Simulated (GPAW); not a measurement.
# C K-edge XANES of rock-salt (TiC)₁₋ₓ(ZrC)ₓ at x = 0.25, part 3 of 3

Aim: the C K edge in rock-salt (TiC)₁₋ₓ(ZrC)ₓ at x = 0.25, one member of a composition series.

GPAW 26.7.0; X-ray absorption from dipole matrix elements to empty bands, plane-wave PAW LDA.

So far. Step 5 (Spectrum with XCH, C atom 2): Main maxima below 24 eV (height): 3.0 eV (1.77), 4.1 eV (1.92), 9.0 eV (1.02) and 13.1 eV (1.71). A K edge sees empty p states; the first features are C p mixed into the empty d states of the Ti and Zr neighbours, and the broad ones above probably into the cations' higher empty bands. Step 5 (Spectrum with XCH, C atom 2): The total-energy difference is 284.80 eV.

### 7. Spectrum with XCH, Ti atom 3

The holes are 6.3 Å apart. The excited electron is kept in the cell, where it fills the lowest empty states and screens the hole. After the field has converged, empty bands are computed with the density fixed and the dipole matrix elements are summed.

The absorber has 6 C at 2.21 Å (octahedral).

File xas.py:

```python
import numpy as np
from ase import Atoms
from ase.parallel import parprint, paropen
from gpaw import GPAW, PW, FermiDirac, Mixer, MixerDif, setup_paths
from gpaw.test import gen
setup_paths.insert(0, '.')
gen('Ti', name='fch1s', xcname='LDA', corehole=(1, 0, 1), write_xml=True)
from gpaw.mpi import world
world.barrier()

atoms = Atoms('ZrCTiCTiCTiCTiCZrCTiCTiC',
    cell=[[0, 4.421, 4.421],
     [4.421, 0, 4.421],
     [4.421, 4.421, 0]],
    scaled_positions=[[0.9988738, 0.0002773, 0.9994413],
     [0.7488038, 0.2609989, 0.249387],
     [0.9988248, 0.0004165, 0.4994218],
     [0.7436755, 0.2555843, 0.7440637],
     [0.9987688, 0.5003192, 0.9992958],
     [0.7487698, 0.7396245, 0.2492611],
     [0.9990887, 0.5004331, 0.4992008],
     [0.7540659, 0.7450806, 0.7546172],
     [0.498977, 0.0003283, 0.9992141],
     [0.2435121, 0.2555695, 0.2441477],
     [0.4987727, 0.0003985, 0.4993967],
     [0.24877, 0.2611741, 0.7494091],
     [0.4988016, 0.5003029, 0.9994932],
     [0.2541473, 0.7451289, 0.2546828],
     [0.4990143, 0.5003356, 0.4994438],
     [0.2489707, 0.7395424, 0.7495317]],
    pbc=True)
atoms.calc = calc = GPAW(legacy_gpaw=True, mode=PW(500, force_complex_dtype=True), xc='LDA', setups={2: 'fch1s'},
    kpts={'size': (4, 4, 4), 'gamma': True}, occupations=FermiDirac(0.1),
    charge=-1, mixer=Mixer(0.1, 5, 50), maxiter=150,
    convergence={'density': 0.0001, 'eigenstates': 1e-6}, txt='scf.txt')
energy = atoms.get_potential_energy() + calc.get_reference_energy()
ef = calc.get_fermi_level()
out = dict(energy=energy, fermi=ef, forces=atoms.get_forces().tolist())
parprint(f'all-electron energy {energy:.4f} eV, Fermi level {ef:.4f} eV')
ev = np.array([[calc.get_eigenvalues(k, s) for k in range(len(calc.get_ibz_k_points()))] for s in range(calc.get_number_of_spins())])
out['homo'], out['lumo'], out['counts'] = ev[ev < ef].max(), ev[ev > ef].min(), sorted(set((ev < ef).sum((0, 2)).tolist()))
out['filled'] = (ev[:, 0] < ef).sum(1).tolist()

from ase.units import Ha
from gpaw.xas import dipole_matrix_elements
nb = int(calc.get_number_of_electrons() / 2) + 130
top, nb = nb, nb + 8 + nb // 12
nscf = calc.fixed_density(kpts={'size': (6, 6, 6), 'gamma': True}, nbands=nb,
    convergence={'bands': top, 'eigenstates': 5e-3}, maxiter=60, txt='nscf.txt')
cell = atoms.cell.array
ops = [cell.T @ U.T @ np.linalg.inv(cell.T) for U in nscf.wfs.kd.symmetry.op_scc]
E = np.arange(-6, 30, 0.1)
fwhm = np.interp(E, [4, 25], [0.94, 3.5])
Y, X, zero, highest = 0, 0, 1e9, 1e9
for spin in range(nscf.get_number_of_spins()):
    wfs = nscf.wfs
    mine = wfs.bd.get_slice()  # this rank's bands
    A = dipole_matrix_elements(wfs.setups[2])
    eps = np.zeros((wfs.kd.nibzkpts, nb))
    d = np.zeros((3, A.shape[1], wfs.kd.nibzkpts, nb), complex)
    for kpt in wfs.kpt_u:
        if kpt.s == spin and 2 in kpt.P_ani:
            eps[kpt.k, mine] = kpt.eps_n * Ha
            d[:, :, kpt.k, mine] = (kpt.weight * wfs.nspins / 2) ** 0.5 * np.inner(A, kpt.P_ani[2])
    world.sum(eps)
    world.sum(d)
    T = np.einsum('amkn,bmkn->abkn', d, d.conj()).real
    T = sum(np.einsum('ai,ijkn,bj->abkn', R, T, R) for R in ops) / len(ops)
    empty = eps > ef
    zero, highest = min(zero, eps[empty].min()), min(highest, eps[:, top - 1].min())
    lines = [(eps, T, empty)] if spin == 0 else lines + [(eps, T, empty)]
for eps, T, empty in lines:
    f = np.einsum('aakn->akn', T).reshape(3, -1)
    x = eps.ravel() - zero
    w = np.interp(x, E, fwhm) / 2.35482
    g = np.exp(-0.5 * ((E[:, None] - x) / w) ** 2) / (w * (2 * np.pi) ** 0.5)
    Y = Y + (f * empty.ravel()) @ g.T
    X = X + (f * ~empty.ravel()) @ g.T
out.update(E=E.round(2).tolist(), xas=Y.tolist(), xes=X.tolist(), zero=zero, valid=highest - zero, nk=len(eps), nb=nb)
for i in range(0, len(E), 10):
    parprint(f'{E[i]:7.2f}', *(f'{v:10.3e}' for v in Y[:, i]))
import json
with paropen('out.json', 'w') as f:
    json.dump(out, f)
```

Command:

```bash
> OMP_NUM_THREADS=1 mpirun -n 4 gpaw python xas.py
```

Numbers of over 12 decimals in the logs are rounded to 6 here.

The log of the run:

```text
Input parameters:
  charge: -1
  convergence: {density: 0.0001,
                eigenstates: 1e-06}
  kpts: {gamma: True,
         size: (4, 4, 4)}
  maxiter: 150
  mixer: {backend: pulay,
          beta: 0.1,
          method: separate,
          nmaxold: 5,
          weight: 50}
  mode: {ecut: 500.0,
         force_complex_dtype: True,
         name: pw}
  occupations: {fixmagmom: False,
[...]
*d    :     0.333350
--------------------------------

Diagonalizing with gridspacing h=0.050

state   all-electron     PAW
-------------------------------
3s:      -2.983269    -2.983558
3p:      -2.108060    -2.108705
3d:      -0.666650    -0.667242
*f:                   -0.026873
-------------------------------
all-electron energy -337953.1080 eV, Fermi level 10.1429 eV
[...]
28.00  5.707e-07  5.723e-07  5.705e-07
  29.00  5.629e-07  5.477e-07  5.626e-07
[key lines of the parts left out:]
Converged after 27 iterations.
Dipole moment: (0.133400, 0.864637, 0.364647) |e|*Ang
Free energy:   -168.275573
Fermi level: 10.14288
```

The job ended after 13 min (4 MPI ranks of Arm Neoverse V2, shared host; peak memory 1.2 GiB; 50 min of CPU time).

The Ti K spectrum, Ti atom 3, excited-electron core hole (neutral cell) (energy from the lowest empty level; intensity scaled to a mean of 1 over the first 20 eV):

```tsv
E (eV)	isotropic	ε ∥ x	ε ∥ y
-2.0	0.00	0.00	0.00
-1.0	0.00	0.00	0.00
0.0	0.12	0.12	0.11
1.0	0.11	0.11	0.09
2.0	0.14	0.14	0.12
3.0	0.25	0.28	0.18
4.0	0.27	0.29	0.25
5.0	0.46	0.44	0.51
6.0	0.45	0.45	0.44
7.0	0.12	0.13	0.12
8.0	0.18	0.18	0.18
9.0	0.48	0.47	0.48
10.0	1.00	0.95	1.11
11.0	1.18	1.10	1.33
12.0	1.17	1.20	1.10
13.0	1.67	1.80	1.42
14.0	2.02	2.06	1.93
15.0	1.95	1.94	1.98
16.0	2.00	2.00	2.01
17.0	2.11	2.08	2.18
18.0	1.99	1.92	2.12
19.0	1.65	1.61	1.73
20.0	1.32	1.33	1.31
21.0	1.11	1.14	1.06
22.0	0.98	1.01	0.93
23.0	0.91	0.93	0.87
24.0	0.92	0.93	0.90
25.0	1.04	1.04	1.03
26.0	1.20	1.20	1.21
27.0	1.30	1.30	1.32
28.0	1.31	1.31	1.31
29.0	1.28	1.29	1.26
```

Main maxima below 29 eV (height): 0.4 eV (0.16), 5.5 eV (0.54), 10.7 eV (1.19), 14.1 eV (2.02), 17.1 eV (2.11) and 27.5 eV (1.32). A K edge sees empty p states. The first eV above the zero hold little dipole weight, as the lowest empty bands are of d character; the main edge, of 4p character, rises through 0.6 near 9 eV above the zero.

The total-energy difference is 4970.02 eV. One term is added: -22.68 eV, since the hole is spin-paired here and a spin-polarised one costs that much less in the free atom (computed apart). The photon energy is then 4947.34 eV. The tabulated edge of the element is 4966 eV. The functional leaves an error in such absolute values: in the free atom LDA prices this hole 13.2 eV below PBE (computed apart), and PBE is itself good to a few eV.

### 8. Outcome

| Property | Result |
| --- | --- |
| absorber and edge | C K, atom 2 of the ground-state input (counted from 1) |
| surroundings | 2 Ti at 2.16 Å, 2 Ti at 2.21 Å and 2 Zr at 2.26 Å (distorted octahedral) |
| highest intensity below 16 eV | 4.1 eV above the zero, height 1.92 |
| photon energy of the zero, with the added terms | 278.1 eV (raw 284.8 eV; LDA puts this hole about 3 eV below PBE, itself good to a few eV) |

What this shows: The C K edge of atom 2, with 2 Ti at 2.16 Å, 2 Ti at 2.21 Å and 2 Zr at 2.26 Å (distorted octahedral), has its highest intensity of the first 16 eV at 4.1 eV above the zero, near 282 eV in photon energy (LDA puts this hole about 3 eV below PBE, itself good to a few eV), 1.9 times the mean level of the first 20 eV (Gaussian full width 0.9 eV up to 4 eV, rising linearly to 3.5 eV at 25 eV). At the C K edge of atom 2 polarisation matters most near 4.0 eV, where the curves differ by 1.8 on this scale. The holes are only 6.3 Å apart, so the shape is probably not converged with cell size; no larger cell was run here.

[Banner, clock and machine lines of the logs are left out without a mark of their own.]

[Logs are printed without paths, hosts, clocks, repeated set-up lines and the standing remarks that a program may print on its own settings, such as how far it seeks lower states.]

[Hosts, paths, dates, database ids (printed as entryN), source tags and the programs' standing remarks are cut or masked in the printed files.]

[Lists of maxima count a maximum above −3 eV only where it reaches 4 % of the highest in the window and stands out from its surroundings by 2 % of it (1.5 % where it reaches 55 %); shoulders and weaker maxima are passed over, and of the rest the first, up to two pre-edge ones and the few strongest are named.]
